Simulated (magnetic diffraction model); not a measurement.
## Magnetic neutron pattern of Mn4Be8Ga

Space group I4/mmm (no. 139), a = 7.5390 Å, c = 4.3490 Å.

| site | atom | x | y | z |
| --- | --- | --- | --- | --- |
| 2a | Ga | 0 | 0 | 0 |
| 8j | Mn | 0.7104 | 1/2 | 0 |
| 8f | Be | 1/4 | 3/4 | 3/4 |
| 8i | Be | 0.8472 | 1/2 | 1/2 |

This is a made-up structure (elements placed in a structure type, unrelaxed), so the numbers test the method and describe no known phase.

Only Mn is taken to order (form factors of Mn2+); orders and moment sizes are assumed, and not adapted to the symmetry. Radiation: neutrons of λ = 1.8 Å, 5° to 75°; isotropic B of 0.58 Å² (Ga), 0.56 Å² (Mn) and 0.96 Å² (Be). Simulated constant-wavelength pattern: nuclear and magnetic terms add, the magnetic one as |2.695 fm × Σ f S⊥ exp(2πi Q·r) exp(−B s²)|², summed over all Q at one angle with the factor 1/(sin²θ cos θ). For collinear order S is the moment m, which repeats by lattice and centring translations R with the sign exp(−2πi k·R). Free-ion form factors, Sears's scattering lengths of 1992, no absorption; a label names one of the reflections at its angle. The strongest nuclear line in the range is 100, and lines under 0.2 are left out.

Assume the order k = (1/2 0 1/2), collinear moments along [101], 3.26 μB on Mn; signs + at (0.7104, 1/2, 0), + at (0, 0.2104, 1/2), − at (0.2896, 1/2, 0), + at (0, 0.7896, 1/2).

Q: Where does magnetic intensity appear, and how strong is it?

| 2θ (°) | index | nuclear | magnetic |
| --- | --- | --- | --- |
| 13.72 | (1/2 0 1/2) | 0.0 | 16.9 |
| 19.44 | (1 1 0) | 35.4 | 0.0 |
| 19.45 | (1/2 1 -1/2) | 0.0 | 19.6 |
| 23.87 | (3/2 0 -1/2) | 0.0 | 18.8 |
| 27.63 | (2 0 0) | 18.3 | 0.0 |
| 27.63 | (3/2 1 1/2) | 0.0 | 4.2 |
| 27.64 | (1 0 1) | 94.9 | 0.0 |
| 30.97 | (1/2 2 1/2) | 0.0 | 13.3 |
| 36.83 | (5/2 0 1/2) | 0.0 | 11.9 |
| 36.85 | (1/2 0 -3/2) | 0.0 | 5.0 |
| 39.47 | (2 2 0) | 73.7 | 0.0 |
| 39.47 | (5/2 1 -1/2) | 0.0 | 0.4 |
| 39.48 | (2 1 1) | 23.6 | 0.0 |
| 39.50 | (1/2 1 3/2) | 0.0 | 1.8 |
| 42.00 | (3/2 0 3/2) | 0.0 | 1.2 |
| 44.36 | (3 1 0) | 19.6 | 0.0 |
| 44.36 | (1/2 3 -1/2) | 0.0 | 3.7 |
| 44.39 | (3/2 1 -3/2) | 0.0 | 4.0 |
| 46.65 | (5/2 2 1/2) | 0.0 | 1.1 |
| 46.67 | (1/2 2 -3/2) | 0.0 | 4.0 |
| 48.86 | (3/2 3 1/2) | 0.0 | 3.1 |
| 48.87 | (3 0 1) | 95.0 | 0.0 |
| 48.90 | (0 0 2) | 0.9 | 0.0 |
| 50.99 | (7/2 0 -1/2) | 0.0 | 1.3 |
| 51.01 | (3/2 2 3/2) | 0.0 | 3.4 |
| 53.06 | (7/2 1 1/2) | 0.0 | 0.3 |
| 53.10 | (1 1 2) | 10.0 | 0.0 |
| 57.05 | (4 0 0) | 20.2 | 0.0 |
| 57.05 | (5/2 3 -1/2) | 0.0 | 0.7 |
| 57.06 | (3 2 1) | 2.4 | 0.0 |
| 57.07 | (1/2 3 3/2) | 0.0 | 1.2 |
| 57.09 | (2 0 2) | 100.0 | 0.0 |
| 58.98 | (1/2 4 1/2) | 0.0 | 2.6 |
| 58.99 | (5/2 2 -3/2) | 0.0 | 1.1 |
| 60.86 | (3 3 0) | 44.8 | 0.0 |
| 60.88 | (3/2 3 -3/2) | 0.0 | 1.7 |
| 62.72 | (3/2 4 -1/2) | 0.0 | 1.3 |
| 62.77 | (1/2 0 5/2) | 0.0 | 0.5 |
| 64.54 | (4 2 0) | 51.3 | 0.0 |
| 64.55 | (4 1 1) | 3.6 | 0.0 |
| 64.56 | (7/2 1 -3/2) | 0.0 | 0.9 |
| 64.57 | (2 2 2) | 15.0 | 0.0 |
| 64.59 | (1/2 1 -5/2) | 0.0 | 0.4 |
| 66.39 | (3/2 0 -5/2) | 0.0 | 0.8 |
| 68.11 | (7/2 3 1/2) | 0.0 | 0.6 |
| 68.14 | (3 1 2) | 18.5 | 0.0 |
| 68.16 | (3/2 1 5/2) | 0.0 | 0.3 |
| 69.87 | (7/2 2 3/2) | 0.0 | 0.7 |
(The table stops after 48 lines; 5 more lie at higher angle.)

The strongest magnetic line in the range is (1/2 1 -1/2) at 19.45° (19.6). On top of the Lorentz factor, which all lines share, magnetic lines fade with angle because f falls: for Mn2+ it is 0.90, 0.66, 0.41 and 0.12 at sin θ/λ = 0.1, 0.2, 0.3 and 0.5 Å⁻¹, while nuclear lengths stay constant. The order has no net moment.
